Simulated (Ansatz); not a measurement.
# Electron scattering at the Σ5 (210) boundary in bcc Ta

Wanted: what the Σ5 (210) boundary in bcc Ta costs an interconnect.

Method: Ansatz plane-wave DFT, r2SCAN, PAW files; relaxation of a bicrystal slab with its lowest layers held; PAW set soft_1, in the first sound run; inputs show where later runs differ, in Ansatz 0.2.0.

## (1) Set-up

The cell holds 25 atoms: 25 Ta. Cell: a = 7.385 Å, b = 3.303 Å, c = 29.462 Å, α = 90.0°, β = 90.0°, γ = 90.0°. It derives from Ta. built on the (2 1 0) plane; 2 overlapping atoms removed and the grains opened by 0 Å. Vacuum lies along c.

## (2) Relaxing the bicrystal

The boundary is built by mirroring the lower grain in the boundary plane and removing any atoms that overlap. A thin bicrystal slab is relaxed first, with the lowest layers held and the upper grain free to shift and open.

input.yaml

```yaml
crystal:
  lattice:
    - [7.3847486598, 0.0, 0.0]
    - [0.0, 3.30256, 0.0]
    - [0.0, 0.0, 29.46187165]
  atoms:
    - { symbol: Ta, position: [0.7000000001, 0.5, 0.1697108744] }
    - { symbol: Ta, position: [1.0e-10, 0.0, 0.1947763175] }
    - { symbol: Ta, position: [0.3, 0.5, 0.2198417605] }
    - { symbol: Ta, position: [0.6, 0.0, 0.2449072036] }
    - { symbol: Ta, position: [0.9, 0.5, 0.2699726466] }
    - { symbol: Ta, position: [0.2, 0.0, 0.2950380897] }
    - { symbol: Ta, position: [0.5, 0.5, 0.3201035327] }
    - { symbol: Ta, position: [0.8, 0.0, 0.3451689758] }
    - { symbol: Ta, position: [0.1, 0.5, 0.3702344188] }
    - { symbol: Ta, position: [0.4, 0.0, 0.3952998619] }
    - { symbol: Ta, position: [0.7, 0.5, 0.4203653049] }
    - { symbol: Ta, position: [0.0, 0.0, 0.445430748] }
    - { symbol: Ta, position: [0.4, 0.0, 0.4955616341] }
    - { symbol: Ta, position: [0.1, 0.5, 0.5206270771] }
    - { symbol: Ta, position: [0.8, 0.0, 0.5456925202] }
    - { symbol: Ta, position: [0.5, 0.5, 0.5707579632] }
    - { symbol: Ta, position: [0.2, 0.0, 0.5958234063] }
    - { symbol: Ta, position: [0.9, 0.5, 0.6208888493] }
    - { symbol: Ta, position: [0.6, 0.0, 0.6459542924] }
    - { symbol: Ta, position: [0.3, 0.5, 0.6710197354] }
    - { symbol: Ta, position: [1.0e-10, 0.0, 0.6960851785] }
    - { symbol: Ta, position: [0.7000000001, 0.5, 0.7211506215] }
    - { symbol: Ta, position: [0.4000000001, 0.0, 0.7462160646] }
    - { symbol: Ta, position: [0.1000000001, 0.5, 0.7712815076] }
    - { symbol: Ta, position: [0.8000000001, 0.0, 0.7963469507] }
kpoints:
  mp_grid: { grid: [3, 7, 1] }
hamiltonian:
  xc: r2scan
  pseudopotentials: { kind: paw, azcp: { folder: soft_1 } }
scf:
  occupations: { method: fermi_dirac, width: 0.1 }
relax:
  f_tol: 0.03
  max_steps: 80
  constraints: [{ sites: [0, 1, 2, 3, 4] }]
```

Started as:

```sh
ansatz run input.yaml --threads 4 --pin off --max-ram 15360MiB --backend cpu --events-out ev --progress --plain --runs-dir out
```

Numbers of over 12 decimals in the logs are rounded to 6 here.

The program printed:

```text
Engine: ansatz 0.2.0, aarch64-unknown-linux-gnu
Pseudopotentials: kind: paw
Pseudopotential: Ta, paw, valence charge 13, recommended cutoff 500 eV (meta_gga), soft_1/Ta.paw.azcp
Functional definition: r2SCAN
  parameter k0 = 0.174
  parameter k1 = 0.065
  parameter a1 = 4.9479
  exchange = r2scan_x(k0 = k0, k1 = k1, a1 = a1)
  correlation = r2scan_c
Crystal: 25 atoms, lattice volume = 718.533 Å³
Basis set: ecut = 500 eV, 18145 PW (Γ), exchange–correlation on 216×100×864 points (64 copies of the dense FFT grid, shifted against one another)
Bands: 195, of which v1, the nominal top of the filled ones, is band 163 counted from 1 (162 counted from 0)
Symmetry: 2 space group operations
Space group: Pm (ITA 6), of the structure as read, at distance tolerance 9.0e-5 Å
k-points: 8 of 21 (time reversal used)
Non-local potential: Ta, projectors of the file, l = 0: 3, l = 1: 2, l = 2: 2, l = 3: 1
PAW form: soft (Blöchl's): semilocal exchange-correlation on the pseudo side does not see the compensation charge
PAW frozen core: Ta, regenerated for the run's functional (the file was generated under x = pbe(κ = 0.804, μ = 0.219515), c = pbe(β = 0.066725))
PAW one-centre angular grid: Ta, 590 points (default); XC on 160 Gauss nodes
Initial density: superposition of atomic densities (neutral atoms: chi_scale 0, normalization atom)
Initial wavefunctions: pseudopotential atomic-orbital guess
Functional: x = r2scan, c = r2scan; τ floored in thin density (d = 2e-4 eV/Å³)
SCF iter   1: F=—  HF=-248629.935650 eV  |F-HF|=—  |Δ(HF+E_count)|=         —  Δρ=5.04e-2  dr2=3.09e2  dr2_τ=1.56e0  ethr=3.10e-3  ⟨swp⟩=9.4  Hψ=7676  notcnv=0  defer=5
preconditioner: auto → LDOS  [metal: Δε(μ)=0.042 eV  Ē_g=4.386 eV  σ=0.100 eV  W_gap=0.10  n_scr=164 (ndim 8)  ℏωp=15.5 eV  f_vac=0.283  D(μ)=20.27/eV (n_scr^D=142)  β→1.0]
SCF iter   2: F=—  HF=-248632.348453 eV  |F-HF|=—  |Δ(HF+E_count)|=    2.41e0  Δρ=6.32e-2  dr2=7.49e2  dr2_τ=7.88e0  ethr=3.10e-3  ⟨swp⟩=15.1  Hψ=10173  notcnv=0  defer=25  recentre
SCF iter   3: F=—  HF=-248619.520047 eV  |F-HF|=—  |Δ(HF+E_count)|=    1.28e1  Δρ=2.38e-2  dr2=6.96e1  dr2_τ=2.75e-1  ethr=3.10e-3  ⟨swp⟩=14.1  Hψ=7969  notcnv=0  defer=8
SCF iter   4: F=—  HF=-248617.422583 eV  |F-HF|=—  |Δ(HF+E_count)|=    2.10e0  Δρ=5.44e-3  dr2=3.16e0  dr2_τ=3.13e-2  ethr=3.10e-3  ⟨swp⟩=6.5  Hψ=2812  notcnv=0  defer=14
SCF iter   5: F=—  HF=-248617.458042 eV  |F-HF|=—  |Δ(HF+E_count)|=   3.55e-2  Δρ=3.59e-3  dr2=2.16e0  dr2_τ=1.57e-2  ethr=9.73e-4  ⟨swp⟩=2.8  Hψ=2030  notcnv=0  defer=16
SCF iter   6: F=—  HF=-248617.414335 eV  |F-HF|=—  |Δ(HF+E_count)|=   4.37e-2  Δρ=8.88e-4  dr2=6.04e-2  dr2_τ=7.64e-4  ethr=6.65e-4  ⟨swp⟩=3.0  Hψ=2119  notcnv=0  defer=13
SCF iter   7: F=—  HF=-248617.413316 eV  |F-HF|=—  |Δ(HF+E_count)|=   1.02e-3  Δρ=2.38e-4  dr2=6.68e-4  dr2_τ=9.79e-5  ethr=1.86e-5  ⟨swp⟩=2.0  Hψ=2205  notcnv=0  defer=13
SCF iter   8: F=—  HF=-248617.413954 eV  |F-HF|=—  |Δ(HF+E_count)|=   6.39e-4  Δρ=1.11e-4  dr2=1.50e-3  dr2_τ=7.06e-6  ethr=2.05e-7  ⟨swp⟩=3.0  Hψ=2885  notcnv=0  defer=13
SCF iter   9: F=—  HF=-248617.413945 eV  |F-HF|=—  |Δ(HF+E_count)|=   9.43e-6  Δρ=2.77e-5  dr2=4.53e-5  dr2_τ=9.82e-7  ethr=2.05e-7  ⟨swp⟩=2.0  Hψ=1724  notcnv=0  defer=13
SCF iter  10: F=-248617.413945 eV  HF=-248617.413947 eV  |F-HF|=1.30e-6  |Δ(HF+E_count)|=   2.02e-6  Δρ=8.97e-6  dr2=2.38e-6  dr2_τ=1.28e-7  ethr=6.92e-9  ⟨swp⟩=5.1  Hψ=4821  notcnv=0
SCF 1 converged in 10 iterations: F = -248617.413945 eV  dr2 = 2.38e-6
  greatest PAW one-centre occupation: 0.999 electrons in one spin orbital (limit 2), on the Ta atom at site 19 (counted from 0), in its partial waves of l = 0
relax step   1: F+E_penalty+E_count = -248617.41394540 eV  Δ(F+E_penalty+E_count) = +0.000e0 eV  max|allowed force component| = 1.946e0 eV/Å  Δτ_max = 0.0000 Å  (10 SCF iters, dr2 threshold 2.25e-5 eV, accepted)
Initial density: handed on by an earlier stage of this run
Initial wavefunctions: those handed on with the density
iter 1 solved again at ethr=1.51e-3 eV; its pass at ethr=3.10e-3 eV (dr2=4.91e0 eV) is discarded
SCF iter   1: F=—  HF=-248615.995784 eV  |F-HF|=—  |Δ(HF+E_count)|=         —  Δρ=1.01e-2  dr2=4.97e0  dr2_τ=8.71e0  ethr=1.51e-3  ⟨swp⟩=2.1  Hψ=5048  notcnv=0  defer=8
preconditioner: auto → LDOS  [metal: Δε(μ)=0.011 eV  Ē_g=3.836 eV  σ=0.100 eV  W_gap=0.03  n_scr=164 (ndim 8)  ℏωp=15.5 eV  f_vac=0.292  D(μ)=30.68/eV (n_scr^D=290)  β→1.0]
SCF iter   2: F=—  HF=-248618.063040 eV  |F-HF|=—  |Δ(HF+E_count)|=    2.07e0  Δρ=5.39e-3  dr2=6.14e-1  dr2_τ=6.27e-2  ethr=1.51e-3  ⟨swp⟩=4.4  Hψ=3243  notcnv=0  defer=9
SCF iter   3: F=—  HF=-248618.012925 eV  |F-HF|=—  |Δ(HF+E_count)|=   5.01e-2  Δρ=1.96e-3  dr2=1.79e-1  dr2_τ=5.06e-3  ethr=1.89e-4  ⟨swp⟩=2.0  Hψ=2922  notcnv=0  defer=8
SCF iter   4: F=—  HF=-248618.004625 eV  |F-HF|=—  |Δ(HF+E_count)|=   8.30e-3  Δρ=6.27e-4  dr2=1.79e-2  dr2_τ=6.30e-4  ethr=5.51e-5  ⟨swp⟩=2.0  Hψ=2355  notcnv=0  defer=8
SCF iter   5: F=—  HF=-248618.004549 eV  |F-HF|=—  |Δ(HF+E_count)|=   7.52e-5  Δρ=2.02e-4  dr2=9.32e-4  dr2_τ=3.96e-5  ethr=5.52e-6  ⟨swp⟩=2.0  Hψ=2062  notcnv=0  defer=8
SCF iter   6: F=—  HF=-248618.004570 eV  |F-HF|=—  |Δ(HF+E_count)|=   2.05e-5  Δρ=8.09e-5  dr2=1.40e-4  dr2_τ=2.35e-6  ethr=2.87e-7  ⟨swp⟩=2.4  Hψ=2200  notcnv=0  defer=8
SCF iter   7: F=-248618.004586 eV  HF=-248618.004598 eV  |F-HF|=1.22e-5  |Δ(HF+E_count)|=   2.84e-5  Δρ=2.59e-5  dr2=1.72e-5  dr2_τ=9.91e-7  ethr=3.08e-8  ⟨swp⟩=3.1  Hψ=5699  notcnv=0
SCF 2 converged in 7 iterations: F = -248618.004586 eV  dr2 = 1.72e-5
  greatest PAW one-centre occupation: 0.999 electrons in one spin orbital (limit 2), on the Ta atom at site 20 (counted from 0), in its partial waves of l = 0
relax step   2: F+E_penalty+E_count = -248618.00458601 eV  Δ(F+E_penalty+E_count) = -5.906e-1 eV  max|allowed force component| = 7.877e-1 eV/Å  Δτ_max = 0.1948 Å  (7 SCF iters, dr2 threshold 1.00e-4 eV, accepted)
SCF iter   1: F=—  HF=-248614.028022 eV  |F-HF|=—  |Δ(HF+E_count)|=         —  Δρ=1.17e-2  dr2=1.25e1  dr2_τ=1.85e1  ethr=3.10e-3  ⟨swp⟩=6.5  Hψ=3550  notcnv=0  defer=8
preconditioner: auto → LDOS  [metal: Δε(μ)=0.031 eV  Ē_g=3.859 eV  σ=0.100 eV  W_gap=0.08  n_scr=164 (ndim 8)  ℏωp=15.5 eV  f_vac=0.296  D(μ)=29.26/eV (n_scr^D=272)  β→1.0]
SCF iter   2: F=—  HF=-248618.461703 eV  |F-HF|=—  |Δ(HF+E_count)|=    4.43e0  Δρ=5.59e-3  dr2=2.36e0  dr2_τ=7.52e-2  ethr=3.10e-3  ⟨swp⟩=2.9  Hψ=1993  notcnv=0  defer=11
SCF iter   3: F=—  HF=-248618.412852 eV  |F-HF|=—  |Δ(HF+E_count)|=   4.89e-2  Δρ=1.92e-3  dr2=3.91e-1  dr2_τ=5.26e-3  ethr=7.26e-4  ⟨swp⟩=2.2  Hψ=2273  notcnv=0  defer=10
[...]
relax step   4: F+E_penalty+E_count = -248618.69850673 eV  Δ(F+E_penalty+E_count) = -2.907e-1 eV  max|allowed force component| = 4.858e-1 eV/Å  Δτ_max = 0.2000 Å  (8 SCF iters, dr2 threshold 2.83e-5 eV, accepted)
[...]
relax step   5: F+E_penalty+E_count = -248618.85680647 eV  Δ(F+E_penalty+E_count) = -1.583e-1 eV  max|allowed force component| = 1.561e-1 eV/Å  Δτ_max = 0.1943 Å  (7 SCF iters, dr2 threshold 6.57e-5 eV, accepted)
[...]
relax step   6: F+E_penalty+E_count = -248618.83483044 eV  Δ(F+E_penalty+E_count) = +2.198e-2 eV  max|allowed force component| = 3.139e-1 eV/Å  Δτ_max = 0.1925 Å  (8 SCF iters, dr2 threshold 2.51e-6 eV, rejected (line search))
[...]
relax step   7: F+E_penalty+E_count = -248618.88176002 eV  Δ(F+E_penalty+E_count) = -2.495e-2 eV  max|allowed force component| = 5.649e-2 eV/Å  Δτ_max = 0.0962 Å  (9 SCF iters, accepted)
[...]
relax step   8: F+E_penalty+E_count = -248618.88280470 eV  Δ(F+E_penalty+E_count) = -1.045e-3 eV  max|allowed force component| = 3.926e-2 eV/Å  Δτ_max = 0.0197 Å  (8 SCF iters, accepted)
SCF iter   1: F=—  HF=-248618.866278 eV  |F-HF|=—  |Δ(HF+E_count)|=         —  Δρ=4.97e-4  dr2=1.50e-2  dr2_τ=3.95e-2  ethr=1.12e-4  ⟨swp⟩=1.6  Hψ=1950  notcnv=0  defer=9
preconditioner: auto → LDOS  [metal: Δε(μ)=0.017 eV  Ē_g=3.938 eV  σ=0.100 eV  W_gap=0.04  n_scr=164 (ndim 8)  ℏωp=15.5 eV  f_vac=0.311  D(μ)=27.10/eV (n_scr^D=232)  β→1.0]
SCF iter   2: F=—  HF=-248618.882960 eV  |F-HF|=—  |Δ(HF+E_count)|=   1.67e-2  Δρ=2.40e-4  dr2=1.01e-3  dr2_τ=1.55e-4  ethr=4.62e-6  ⟨swp⟩=2.0  Hψ=2714  notcnv=0  defer=9
SCF iter   3: F=—  HF=-248618.882976 eV  |F-HF|=—  |Δ(HF+E_count)|=   1.59e-5  Δρ=8.94e-5  dr2=1.47e-4  dr2_τ=9.75e-6  ethr=3.10e-7  ⟨swp⟩=2.0  Hψ=2728  notcnv=0  defer=9
SCF iter   4: F=—  HF=-248618.882970 eV  |F-HF|=—  |Δ(HF+E_count)|=   5.33e-6  Δρ=2.42e-5  dr2=1.52e-5  dr2_τ=1.12e-6  ethr=4.53e-8  ⟨swp⟩=2.0  Hψ=2573  notcnv=0  defer=9
SCF iter   5: F=—  HF=-248618.883119 eV  |F-HF|=—  |Δ(HF+E_count)|=   1.48e-4  Δρ=8.81e-6  dr2=7.80e-7  dr2_τ=5.84e-8  ethr=4.69e-9  ⟨swp⟩=2.8  Hψ=3008  notcnv=0  defer=9
SCF iter   6: F=—  HF=-248618.883119 eV  |F-HF|=—  |Δ(HF+E_count)|=   1.42e-7  Δρ=3.31e-6  dr2=1.44e-7  dr2_τ=7.51e-9  ethr=3.08e-11  ⟨swp⟩=5.4  Hψ=5855  notcnv=0
SCF iter   7: F=-248618.883119 eV  HF=-248618.883119 eV  |F-HF|=1.56e-8  |Δ(HF+E_count)|=   2.60e-8  Δρ=1.31e-6  dr2=2.07e-8  dr2_τ=1.35e-9  ethr=3.08e-11  ⟨swp⟩=5.1  Hψ=5054  notcnv=0
SCF 9 converged in 7 iterations: F = -248618.883119 eV  dr2 = 2.07e-8
relax step   9: F+E_penalty+E_count = -248618.88311877 eV  Δ(F+E_penalty+E_count) = -3.141e-4 eV  max|allowed force component| = 1.810e-2 eV/Å  Δτ_max = 0.0093 Å  (7 SCF iters, accepted)
iter 1 solved again at ethr=6.38e-12 eV; its pass at ethr=3.10e-3 eV (dr2=2.07e-8 eV) is discarded
SCF iter   1: F=—  HF=-248618.883119 eV  |F-HF|=—  |Δ(HF+E_count)|=         —  Δρ=1.31e-6  dr2=2.07e-8  dr2_τ=1.35e-9  ethr=6.38e-12  ⟨swp⟩=3.2  Hψ=6507  notcnv=0  defer=9
preconditioner: auto → LDOS  [metal: Δε(μ)=0.016 eV  Ē_g=3.938 eV  σ=0.100 eV  W_gap=0.04  n_scr=164 (ndim 8)  ℏωp=15.5 eV  f_vac=0.311  D(μ)=27.13/eV (n_scr^D=232)  β→1.0]
SCF iter   2: F=-248618.883119 eV  HF=-248618.883119 eV  |F-HF|=9.84e-9  |Δ(HF+E_count)|=   1.19e-9  Δρ=6.83e-7  dr2=9.32e-9  dr2_τ=4.60e-10  ethr=6.38e-12  ⟨swp⟩=4.0  Hψ=4474  notcnv=0
SCF 10 converged in 2 iterations: F = -248618.883119 eV  dr2 = 9.32e-9
SCF converged after 2 iterations
Free energy (F): -248618.883119 eV
Harris-Foulkes:  -248618.883119 eV  (|F-HF|=9.84e-9)
Internal energy: -248617.993167 eV  (E = F + TS)
E sigma→0 (E₀):  -248618.438143 eV
Entropy (-TS):   -0.889951 eV (-35.598 meV/atom)
Fermi energy:    10.201863 eV
--- Per-component energies (eV) ---
  E_band       = -5661.194849
  E_kinetic    = 9842.581188
  E_local      = -270378.198641  (includes V_loc(G=0)·N_el)
  E_nonlocal   = -260.443273
  E_hartree    = 131946.115935
  E_xc         = -7621.519995
  E_vxc        = -6477.564644  (∫ρ·V_xc dr)
  E_paw        = -208318.102681  (= ΣΔE_a)
  E_vpaw       = -2605.864743  (= ΣTr[D̂ρ^β])
  E_aug_tail   = 0.001493  (compensation charges beyond the density's cutoff)
  E_vtau       = 326.054565  (kinetic-family band-sum trace: ∫τ·v_τ [+ j·A + Jᵃ·Aᵃ] dr)
  E_ewald      = 96190.486251
  E_core_change = -18.913444  (= ΣΔE_core)
  E_smearing   = -0.889951  (= −TS)
  E_closure    = -0.000000  (closes the sum)
  Σ components = -248618.883119   (vs F -248618.883119, Δ=0.00e0)
--- Forces (eV/Å), atoms counted from 1 ---
  atom   1  Ta     0.49761713    -0.00000000     1.97867056
  atom   2  Ta    -0.81902231     0.00000000    -0.14025148
  atom   3  Ta    -0.00619701    -0.00000000    -0.40688258
  atom   4  Ta     0.46326456    -0.00000000    -0.97898610
  atom   5  Ta    -0.12818426     0.00000000    -0.45382518
  atom   6  Ta     0.00002295    -0.00000000     0.00097944
  atom   7  Ta    -0.00182092    -0.00000000     0.00346876
  atom   8  Ta    -0.00140999    -0.00000000    -0.00552155
  atom   9  Ta     0.00356967    -0.00000000    -0.00234360
  atom  10  Ta    -0.00422704     0.00000000    -0.00399573
  atom  11  Ta     0.00166089    -0.00000000     0.00302369
  atom  12  Ta     0.00175734     0.00000000     0.00797115
  atom  13  Ta     0.00451342     0.00000000    -0.00517197
  atom  14  Ta    -0.01789743    -0.00000000     0.00330361
  atom  15  Ta     0.00318620    -0.00000000    -0.00904813
  atom  16  Ta     0.00796109     0.00000000     0.00528128
  atom  17  Ta     0.00429974    -0.00000000    -0.00431602
  atom  18  Ta     0.00106348    -0.00000000    -0.00559624
  atom  19  Ta    -0.00851040    -0.00000000     0.00743484
  atom  20  Ta     0.00528760    -0.00000000    -0.00055169
  atom  21  Ta    -0.00258980     0.00000000     0.01812197
  atom  22  Ta    -0.00390738     0.00000000    -0.00545165
  atom  23  Ta    -0.00402773    -0.00000000     0.00771695
  atom  24  Ta    -0.00659538    -0.00000000    -0.00569645
  atom  25  Ta     0.01023985    -0.00000000    -0.00833070
  max |Σ_I F_I| component: 5.43e-5 eV/Å
--- Relaxed structure (9 steps of the walk, 8 accepted, 0 SCFs on fresh bases) ---
  F+E_penalty+E_count = -248618.88311877 eV   max|allowed force component| = 1.810e-2 eV/Å
  atoms:
    - { symbol: Ta, position: [0.7000000001, 0.500000, 0.169711] }
    - { symbol: Ta, position: [9.999999999999999e-11, 0.0, 0.194776] }
    - { symbol: Ta, position: [0.3, 0.500000, 0.219842] }
    - { symbol: Ta, position: [0.6, 0.0, 0.244907] }
    - { symbol: Ta, position: [0.9, 0.500000, 0.269973] }
    - { symbol: Ta, position: [0.201558, -3.867020989595169e-19, 0.292992] }
    - { symbol: Ta, position: [0.505994, 0.500000, 0.319748] }
    - { symbol: Ta, position: [0.803454, -8.573828799040723e-19, 0.348918] }
    - { symbol: Ta, position: [0.110096, 0.500000, 0.366163] }
    - { symbol: Ta, position: [0.420008, -4.967140710858371e-18, 0.391528] }
    - { symbol: Ta, position: [0.710349, 0.500000, 0.435406] }
    - { symbol: Ta, position: [0.025106, -6.232747880270967e-18, 0.436013] }
    - { symbol: Ta, position: [0.414945, -3.710040775752222e-18, 0.480196] }
    - { symbol: Ta, position: [0.105039, 0.500000, 0.505959] }
    - { symbol: Ta, position: [0.797530, 6.130663352184796e-19, 0.522615] }
    - { symbol: Ta, position: [0.503317, 0.500000, 0.551950] }
    - { symbol: Ta, position: [0.198538, 3.628782087090442e-19, 0.578832] }
    - { symbol: Ta, position: [0.895431, 0.500000, 0.601277] }
    - { symbol: Ta, position: [0.595814, 1.0390676524272417e-18, 0.626341] }
    - { symbol: Ta, position: [0.295279, 0.500000, 0.654344] }
    - { symbol: Ta, position: [-0.00410137, 1.0181791808857891e-18, 0.678133] }
    - { symbol: Ta, position: [0.693047, 0.500000, 0.701264] }
    - { symbol: Ta, position: [0.386407, 3.374545956970029e-18, 0.728553] }
    - { symbol: Ta, position: [0.087022, 0.500000, 0.751662] }
    - { symbol: Ta, position: [0.793640, 1.5789471369369389e-18, 0.768128] }
```

Run time: 9.7 min. Hardware: 4 threads of Arm Neoverse V2, shared host; peak memory 4.2 GiB; 37 min of CPU time.

Step by step:

```
step  energy less that of the first step (eV)  largest force component (eV/Å)
   1                                   0.0000                          1.9458
   2                                  -0.5906                          0.7877
   3                                  -0.9939                          0.4157
   4                                  -1.2846                          0.4858
   5                                  -1.4429                          0.1561
   6                                  -1.4209                          0.3139
   7                                  -1.4678                          0.0565
   8                                  -1.4689                          0.0393
   9                                  -1.4692                          0.0181
```

Relaxation step 6 was tried and not accepted.

The run keeps the 2 symmetry operations that it works with, so distortions that break them were not tested.

The atoms that moved most (Å):

```
atom      dx     dy      dz  length
Ta25  -0.047  0.000  -0.831   0.833
Ta15  -0.018  0.000  -0.680   0.680
Ta22  -0.051  0.000  -0.586   0.588
Ta24  -0.096  0.000  -0.578   0.586
Ta18  -0.034  0.000  -0.578   0.579
Ta19  -0.031  0.000  -0.578   0.579
Ta16   0.024  0.000  -0.554   0.555
Ta23  -0.100  0.000  -0.520   0.530
```

This step gave:

```
free energy             : -248618.8831 eV
energy at zero smearing : -248618.4381 eV
Fermi energy            : 10.20 eV
```

The largest force component on a free atom ends at 0.018 eV/Å, under the tolerance of 0.03, after 9 steps.

(Continued in part 2 of 3.)

[Logs are printed without paths, hosts, clocks, repeated set-up lines and the standing remarks that a program may print on its own settings, such as how far it seeks lower states.]

[Hosts, paths, dates, database ids (printed as entryN), source tags and the programs' standing remarks are cut or masked in the printed files.]
